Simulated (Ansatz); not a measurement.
**BN (F-43m): thermal expansion from first principles**

Aim: the lattice, expansion, heat capacity and bulk modulus of BN as it warms. The starting cell is a computed one from a database.

Main program and level: Ansatz 0.2.0; DFT LDA, scalar-relativistic, plane waves, PAW; PAW set soft_1.

### Step 1. Set-up

It takes space group F-43m (No. 216, cubic). The conventional cell has a = 3.626 Å, b = 3.626 Å, c = 3.626 Å, α = 90.00°, β = 90.00°, γ = 90.00°. Nearest to B lie 4 N at 1.57 Å. Nearest to N lie 4 B at 1.57 Å. Farther neighbours and most contacts between anions are not listed.

### Step 2. Probe on a coarse mesh

A cheap single point shows whether the cell is a metal or an insulator and how far it is from rest; that sets the k-mesh and the occupations of what follows.

input.yaml

```yaml
crystal:
  lattice:
    - [0.0, 1.813001, 1.813001]
    - [1.813001, 0.0, 1.813001]
    - [1.813001, 1.813001, 0.0]
  atoms:
    - { symbol: B, position: [0.0, 0.0, 0.0] }
    - { symbol: "N", position: [0.75, 0.75, 0.75] }
kpoints:
  mp_grid: { grid: [8, 8, 8] }
hamiltonian:
  xc: lda
  pseudopotentials: { kind: paw, azcp: { folder: soft_1 }, xc_functional: pbe }
scf:
  occupations: { method: gaussian, width: 0.1 }
  lower_state_search: "off"
output:
  forces: true
  stress: true
  eigenvalues: true
```

Started as:

```console
> ansatz run input.yaml --threads 8 --pin off --max-ram 16384MiB --backend cpu --events-out ev --progress --plain --runs-dir out
```

Numbers of over 12 decimals in the logs are rounded to 6 here.

The program printed:

```text
Engine: ansatz 0.2.0, aarch64-unknown-linux-gnu
Pseudopotentials: kind: paw
Pseudopotential: B, paw, valence charge 3, recommended cutoff 420 eV (normal), soft_1/B.paw.azcp
Pseudopotential: N, paw, valence charge 5, recommended cutoff 420 eV (normal), soft_1/N.paw.azcp
Functional definition: SPW92
  exchange = slater_x
  correlation = pw_c
Crystal: 2 atoms, lattice volume = 11.919 Å³
Basis set: ecut = 420 eV, 259 PW (Γ)
Bands: 8, of which v1, the nominal top of the filled ones, is band 4 counted from 1 (3 counted from 0)
Symmetry: 24 space group operations
Space group: F-43m (ITA 216), of the structure as read, at distance tolerance 2.3e-5 Å
k-points: 29 of 512 (time reversal used)
Non-local potential: B, projectors of the file, l = 0: 2, l = 1: 2, l = 2: 1
Non-local potential: N, projectors of the file, l = 0: 2, l = 1: 2, l = 2: 1
PAW form: soft (Blöchl's): semilocal exchange-correlation on the pseudo side does not see the compensation charge
PAW frozen core: B, regenerated for the run's functional, and the local potential with it (the file was generated under x = pbe(κ = 0.804, μ = 0.219515), c = pbe(β = 0.066725))
PAW frozen core: N, regenerated for the run's functional, and the local potential with it (the file was generated under x = pbe(κ = 0.804, μ = 0.219515), c = pbe(β = 0.066725))
PAW one-centre angular grid: B, 110 points (default); XC on 64 Gauss nodes
PAW one-centre angular grid: N, 110 points (default); XC on 64 Gauss nodes
Initial density: superposition of atomic densities (chi_scale 0.1, normalization cell, long waves kept (reshape's long-wave potential 0.00 eV rms))
Initial wavefunctions: pseudopotential atomic-orbital guess
Functional: x = slater, c = lda
SCF iter   1: F=—  HF=-527.165314 eV  |F-HF|=—  |Δ(HF+E_count)|=         —  Δρ=1.41e-1  dr2=1.92e0  ethr=3.10e-3  ⟨swp⟩=4.2  Hψ=1476  notcnv=0
preconditioner: auto → none  [insulator: Δε(μ)=5.762 eV  Ē_g=20.087 eV  σ=0.100 eV  W_gap=1.00  n_scr=0 (ndim 8)  ℏωp=30.4 eV  f_vac=0.000  D(μ)=0.00/eV (n_scr^D=0)  ε∞_Penn≈3.3]
SCF iter   2: F=—  HF=-526.532555 eV  |F-HF|=—  |Δ(HF+E_count)|=   6.33e-1  Δρ=6.35e-2  dr2=2.69e-1  ethr=3.10e-3  ⟨swp⟩=2.1  Hψ=686  notcnv=0
SCF iter   3: F=—  HF=-526.460071 eV  |F-HF|=—  |Δ(HF+E_count)|=   7.25e-2  Δρ=2.16e-2  dr2=3.43e-2  ethr=3.10e-3  ⟨swp⟩=3.0  Hψ=453  notcnv=0
SCF iter   4: F=—  HF=-526.450259 eV  |F-HF|=—  |Δ(HF+E_count)|=   9.81e-3  Δρ=2.81e-3  dr2=3.26e-4  ethr=4.29e-4  ⟨swp⟩=2.9  Hψ=457  notcnv=0
SCF iter   5: F=—  HF=-526.450237 eV  |F-HF|=—  |Δ(HF+E_count)|=   2.19e-5  Δρ=1.76e-4  dr2=1.68e-6  ethr=4.07e-6  ⟨swp⟩=2.0  Hψ=309  notcnv=0
SCF iter   6: F=—  HF=-526.450236 eV  |F-HF|=—  |Δ(HF+E_count)|=   8.35e-7  Δρ=1.52e-5  dr2=5.94e-9  ethr=1.25e-9  ⟨swp⟩=5.3  Hψ=1177  notcnv=0
SCF iter   7: F=-526.450236 eV  HF=-526.450236 eV  |F-HF|=2.21e-11  |Δ(HF+E_count)|=  4.82e-11  Δρ=8.17e-7  dr2=4.56e-11  ethr=7.42e-11  ⟨swp⟩=2.0  Hψ=696  notcnv=0
SCF 1 converged in 7 iterations: F = -526.450236 eV  dr2 = 4.56e-11
  greatest PAW one-centre occupation: 0.780 electrons in one spin orbital (limit 2), on the N atom at site 1 (counted from 0), in its partial waves of l = 0
SCF converged after 7 iterations
Free energy (F): -526.450236 eV
Harris-Foulkes:  -526.450236 eV  (|F-HF|=2.21e-11)
Internal energy: -526.450236 eV  (E = F + TS)
E sigma→0 (E₀):  -526.450236 eV
Fermi energy:    12.938707 eV
--- Per-component energies (eV) ---
  E_band       = 23.920088
  E_kinetic    = 182.658813
  E_local      = -160.966893  (includes V_loc(G=0)·N_el)
  E_nonlocal   = 43.959369
  E_hartree    = 48.751242
  E_xc         = -92.213462
  E_vxc        = -114.458356  (∫ρ·V_xc dr)
  E_paw        = -191.468905  (= ΣΔE_a)
  E_vpaw       = -24.776213  (= ΣTr[D̂ρ^β])
  E_aug_tail   = 0.000962  (compensation charges beyond the density's cutoff)
  E_ewald      = -357.297240
  E_core_change = 0.125878  (= ΣΔE_core)
  E_smearing   = -0.000000  (= −TS)
  E_closure    = 0.000000  (closes the sum)
  Σ components = -526.450236   (vs F -526.450236, Δ=0.00e0)
--- Forces (eV/Å), atoms counted from 1 ---
  atom   1  B     -0.00000000     0.00000000     0.00000000
  atom   2  N      0.00000000    -0.00000000    -0.00000000
  max |Σ_I F_I| component: 4.90e-16 eV/Å
--- Stress (GPa, compression-positive) ---
      -14.389861       0.000000       0.000000
       -0.000000     -14.389861       0.000000
       -0.000000       0.000000     -14.389861
  P = ⅓ Tr σ = -14.3899 GPa (-143.899 kbar)
--- Band table (eV; the first three rows and the last of 29) ---
  k-point 0: bands = ["-9.2056", "10.7664", "10.7664", "10.7664", "19.4145", "19.4145", "19.4145", "21.0316"]
  k-point 1: bands = ["-8.8276", "8.9172", "10.3878", "10.3878", "19.7987", "19.9784", "19.9784", "22.1711"]
  k-point 2: bands = ["-7.7289", "5.3509", "9.6434", "9.6434", "20.2968", "20.9175", "20.9175", "24.1143"]
  k-point 28: bands = ["-3.2755", "3.3014", "3.8128", "4.2713", "20.1669", "23.8719", "24.9625", "25.2809"]
```

Wall time 1.3 s (8 threads of Arm Neoverse V1, shared host); peak memory 0.3 GiB.

A gap read on the k-mesh alone can miss the band edges.

This step gave:

- pressure: -14.39 GPa
- gap on the k-mesh: 4.345 eV
- volume per atom: 5.959 Å³/atom

The start is under -14 GPa at this level and looks like an insulator or semiconductor on this mesh.

### Step 3. A loose first relaxation

The start is far from rest, so a relaxation with loose thresholds first brings it near the minimum.

Edit input.yaml of step 2 so:

```diff
@@ -9,3 +9,3 @@
 kpoints:
-  mp_grid: { grid: [8, 8, 8] }
+  mp_grid: { grid: [10, 10, 10] }
 hamiltonian:
@@ -20 +20,6 @@
   eigenvalues: true
+relax:
+  adjacent_minimum: "off"
+  f_tol: 0.05
+  max_steps: 80
+  cell: { stress_tol: 0.5 }
```

The program printed:

```text
[...]
Crystal: 2 atoms, lattice volume = 11.919 Å³
Basis set: ecut = 420 eV, 259 PW (Γ)
Bands: 8, of which v1, the nominal top of the filled ones, is band 4 counted from 1 (3 counted from 0)
Symmetry: 24 space group operations
[...]
k-points: 47 of 1000 (time reversal used)
[...]
SCF iter   1: F=—  HF=-527.165329 eV  |F-HF|=—  |Δ(HF+E_count)|=         —  Δρ=1.41e-1  dr2=1.92e0  ethr=3.10e-3  ⟨swp⟩=4.2  Hψ=2381  notcnv=0
[...]
SCF iter   7: F=-526.450397 eV  HF=-526.450397 eV  |F-HF|=1.97e-11  |Δ(HF+E_count)|=  2.05e-10  Δρ=7.50e-7  dr2=4.02e-11  ethr=7.11e-11  ⟨swp⟩=2.0  Hψ=1128  notcnv=0
SCF 1 converged in 7 iterations: F = -526.450397 eV  dr2 = 4.02e-11
[...]
relax step   1: F+E_penalty+E_count = -526.45039673 eV  Δ(F+E_penalty+E_count) = +0.000e0 eV  max|allowed force component| = 4.302e-16 eV/Å  Δτ_max = 0.0000 Å  P = -14.380 GPa  Ω = 11.919 Å³  (7 SCF iters, dr2 threshold 1.00e-7 eV, accepted)
Crystal: 2 atoms, lattice volume = 11.657 Å³
[...]
iter 1 solved again at ethr=4.08e-5 eV; its pass at ethr=3.10e-3 eV (dr2=3.26e-3 eV) is discarded
[...]
SCF iter   5: F=-526.468580 eV  HF=-526.468580 eV  |F-HF|=9.99e-11  |Δ(HF+E_count)|=   1.40e-8  Δρ=2.08e-6  dr2=1.60e-10  ethr=2.50e-9  ⟨swp⟩=5.1  Hψ=1838  notcnv=0
SCF 2 converged in 5 iterations: F = -526.468580 eV  dr2 = 1.60e-10
[...]
relax step   2: F+E_penalty+E_count = -526.46858026 eV  Δ(F+E_penalty+E_count) = -1.818e-2 eV  max|allowed force component| = 1.356e-16 eV/Å  Δτ_max = 0.0000 Å  P = -6.147 GPa  Ω = 11.657 Å³  energy of the carried Pulay correction = +1.331e-3 eV  (5 SCF iters, dr2 threshold 2.00e-7 eV, accepted)
Crystal: 2 atoms, lattice volume = 11.470 Å³
Basis set: ecut = 420 eV, 229 PW (Γ)
[...]
SCF iter   5: F=-526.473024 eV  HF=-526.473024 eV  |F-HF|=4.60e-11  |Δ(HF+E_count)|=   6.57e-9  Δρ=1.36e-6  dr2=8.91e-11  ethr=2.46e-9  ⟨swp⟩=3.0  Hψ=1254  notcnv=0
SCF 3 converged in 5 iterations: F = -526.473024 eV  dr2 = 8.91e-11
[...]
relax step   3: F+E_penalty+E_count = -526.47302395 eV  Δ(F+E_penalty+E_count) = -4.444e-3 eV  max|allowed force component| = 1.579e-16 eV/Å  Δτ_max = 0.0000 Å  P = +0.304 GPa  Ω = 11.470 Å³  energy of the carried Pulay correction = +2.306e-3 eV  (5 SCF iters, dr2 threshold 2.00e-7 eV, accepted)
[...]
SCF iter   4: F=-526.471156 eV  HF=-526.471156 eV  |F-HF|=1.58e-11  |Δ(HF+E_count)|=   1.40e-8  Δρ=3.48e-6  dr2=3.55e-10  ethr=2.50e-11  ⟨swp⟩=3.1  Hψ=1491  notcnv=0
SCF 4 converged in 4 iterations: F = -526.471156 eV  dr2 = 3.55e-10
relax step   4: F+E_penalty+E_count = -526.47115649 eV  Δ(F+E_penalty+E_count) = +1.867e-3 eV  max|allowed force component| = 1.503e-16 eV/Å  Δτ_max = 0.0000 Å  P = -0.025 GPa  Ω = 11.470 Å³  stress off target by 2.51e-2 GPa  SCF on the basis re-selected at this cell (its energy is not comparable with the rows above)  (4 SCF iters)
basis re-selected at this cell: Δ(F+E_penalty+E_count) = +1.867e-3 eV, ΔP = -0.329 GPa vs the last step (what re-selecting the basis moved, of the pressure what is left beyond the Pulay correction that the steps carried, after the strain that the cell walked since its last selection, with what the two solves' SCF thresholds leave and, on support functions, any second-order correction that the steps lacked; it is no m [...]
SCF converged after 4 iterations
Free energy (F): -526.471156 eV
[...]
Internal energy: -526.471156 eV  (E = F + TS)
E sigma→0 (E₀):  -526.471156 eV
Fermi energy:    13.583191 eV
[...]
--- Stress (GPa, compression-positive) ---
       -0.025118      -0.000000      -0.000000
       -0.000000      -0.025118      -0.000000
       -0.000000      -0.000000      -0.025118
  P = ⅓ Tr σ = -0.0251 GPa (-0.251 kbar)
--- Band table (eV; the first three rows and the last of 47) ---
[...]
--- Relaxed structure (3 steps of the walk, 3 accepted, 1 SCFs on fresh bases) ---
  F+E_penalty+E_count = -526.47115649 eV   max|allowed force component| = 1.503e-16 eV/Å   (the final SCF, on the basis selected at the relaxed cell)
  cell:  # Å, volume = 11.4695 Å³
    - [0, 1.789941, 1.789941]
    - [1.789941, 0, 1.789941]
    - [1.789941, 1.789941, 0]
  atoms:
    - { symbol: B, position: [0, 0, 0] }
    - { symbol: N, position: [0.75, 0.75, 0.75] }
```

Run time: 0.79 s. Hardware: 8 threads; peak memory 0.32 GiB; 4 s of CPU time.

Step by step:

| step | energy less that of the first step (eV) | largest force component (eV/Å) | pressure (GPa) | volume (Å³) |
| --- | --- | --- | --- | --- |
| 1 | 0.0000 | 0.0000 | -14.38 | 11.92 |
| 2 | -0.0182 | 0.0000 | -6.15 | 11.66 |
| 3 | -0.0226 | 0.0000 | 0.30 | 11.47 |
| 4* | -0.0208 | 0.0000 | -0.03 | 11.47 |

Relaxation steps marked * repeat the geometry before them on a plane-wave basis chosen anew for their cell, so energy and pressure can jump there.

Forces are held to the 24 operations that the run works with; a distortion that breaks them can't arise in this run.

| conventional cell, symmetrised | before | after | change |
| --- | --- | --- | --- |
| a (Å) | 3.626 | 3.580 | -1.3 % |
| b (Å) | 3.626 | 3.580 | -1.3 % |
| c (Å) | 3.626 | 3.580 | -1.3 % |
| volume (Å³/atom) | 5.96 | 5.73 | -3.8 % |

The relaxed structure:

```
B N
1.0
     0.00000    1.78994    1.78994
     1.78994    0.00000    1.78994
     1.78994    1.78994    0.00000
B N
1 1
Cartesian
  0.0000 0.0000 0.0000
  2.6849 2.6849 2.6849
```

This step gave:

| Property | Result |
| --- | --- |
| pressure | -0.02512 GPa |
| gap on the k-mesh | 4.389 eV |
| volume per atom | 5.735 Å³/atom |

The relaxation ends with a pressure of -0.03 GPa.

### Step 4. Finding the static equilibrium

Phonons are second derivatives about a minimum, so cell and atoms are relaxed first, inside the symmetry of the start.

input.yaml, the sections that differ from step 3:

```yaml
crystal:
  lattice:
    - [0.0, 1.7899407159, 1.7899407159]
    - [1.7899407159, 0.0, 1.7899407159]
    - [1.7899407159, 1.7899407159, 0.0]
  atoms:
    - { symbol: B, position: [0.0, 0.0, 0.0] }
    - { symbol: "N", position: [0.75, 0.75, 0.75] }
kpoints:
  mp_grid: { grid: [12, 12, 12] }
scf:
  occupations: { method: gaussian, width: 0.02 }
  lower_state_search: "off"
relax:
  adjacent_minimum: "off"
  f_tol: 0.005
  max_steps: 80
  cell: { stress_tol: 0.05 }
# hamiltonian, output: as in step 3
```

The program printed:

```text
[...]
Crystal: 2 atoms, lattice volume = 11.470 Å³
Basis set: ecut = 420 eV, 229 PW (Γ)
Bands: 8, of which v1, the nominal top of the filled ones, is band 4 counted from 1 (3 counted from 0)
Symmetry: 24 space group operations
[...]
k-points: 72 of 1728 (time reversal used)
[...]
P = ⅓ Tr σ = -0.0183 GPa (-0.183 kbar)
--- Band table (eV; the first three rows and the last of 72) ---
[...]
--- Relaxed structure (1 steps of the walk, 1 accepted, 1 SCFs on fresh bases) ---
[...]
cell:  # Å, volume = 11.4695 Å³
    - [0.0, 1.7899407159, 1.7899407159]
    - [1.7899407159, 0.0, 1.7899407159]
    - [1.7899407159, 1.7899407159, 0.0]
  atoms:
    - { symbol: B, position: [0.0, 0.0, 0.0] }
    - { symbol: N, position: [0.75, 0.75, 0.75] }
[key lines of the parts left out:]
SCF converged after 2 iterations
Free energy (F): -526.471162 eV
Fermi energy:    13.583180 eV
```

The job ended after 0.53 s (8 threads; peak memory 0.33 GiB).

Little changed from the start: no atom moved by 0.005 Å and no cell edge by 0.1 %.

Numbers from this step:

```yaml
pressure: -0.01829 GPa
```

### Step 5. Relaxing to small residual forces and stress

The relaxation is repeated with tighter thresholds on force and stress, since phonons are sensitive to what is left; a change of mesh or smearing in the input moves the cell too.

input.yaml, the sections that differ from step 4:

```yaml
scf:
  occupations: { method: fixed }
  lower_state_search: "off"
relax:
  adjacent_minimum: "off"
  f_tol: 0.001
  max_steps: 60
  cell: { stress_tol: 0.01 }
# crystal, kpoints, hamiltonian, output: as in step 4
```

The program printed:

```text
[...]
Crystal: 2 atoms, lattice volume = 11.470 Å³
Basis set: ecut = 420 eV, 229 PW (Γ)
Bands: 8, of which v1, the nominal top of the filled ones, is band 4 counted from 1 (3 counted from 0)
Symmetry: 24 space group operations
[...]
k-points: 72 of 1728 (time reversal used)
[...]
P = ⅓ Tr σ = -0.0079 GPa (-0.079 kbar)
--- Band table (eV; the first three rows and the last of 72) ---
[...]
--- Relaxed structure (2 steps of the walk, 2 accepted, 1 SCFs on fresh bases) ---
[...]
cell:  # Å, volume = 11.4692 Å³
    - [0, 1.789925, 1.789925]
    - [1.789925, 0, 1.789925]
    - [1.789925, 1.789925, 0]
  atoms:
    - { symbol: B, position: [0, 0, 0] }
    - { symbol: N, position: [0.750000, 0.750000, 0.750000] }
[key lines of the parts left out:]
SCF converged after 4 iterations
Free energy (F): -526.471163 eV
Fermi energy:    11.389182 eV
```

The job ended after 0.7 s (8 threads; peak memory 0.32 GiB).

Little changed from the start: no atom moved by 0.005 Å and no cell edge by 0.1 %.

Numbers from this step:

| Property | Result |
| --- | --- |
| pressure | -0.007873 GPa |

The residual pressure is -0.0079 GPa, small enough for phonons.

[end of part 1 of 2]

[Logs are printed without paths, hosts, clocks, repeated set-up lines and the standing remarks that a program may print on its own settings, such as how far it seeks lower states.]

[Hosts, paths, dates, database ids (printed as entryN), source tags and the programs' standing remarks are cut or masked in the printed files.]

[A step with changed settings may run another functional than the one named; its input shows which.]
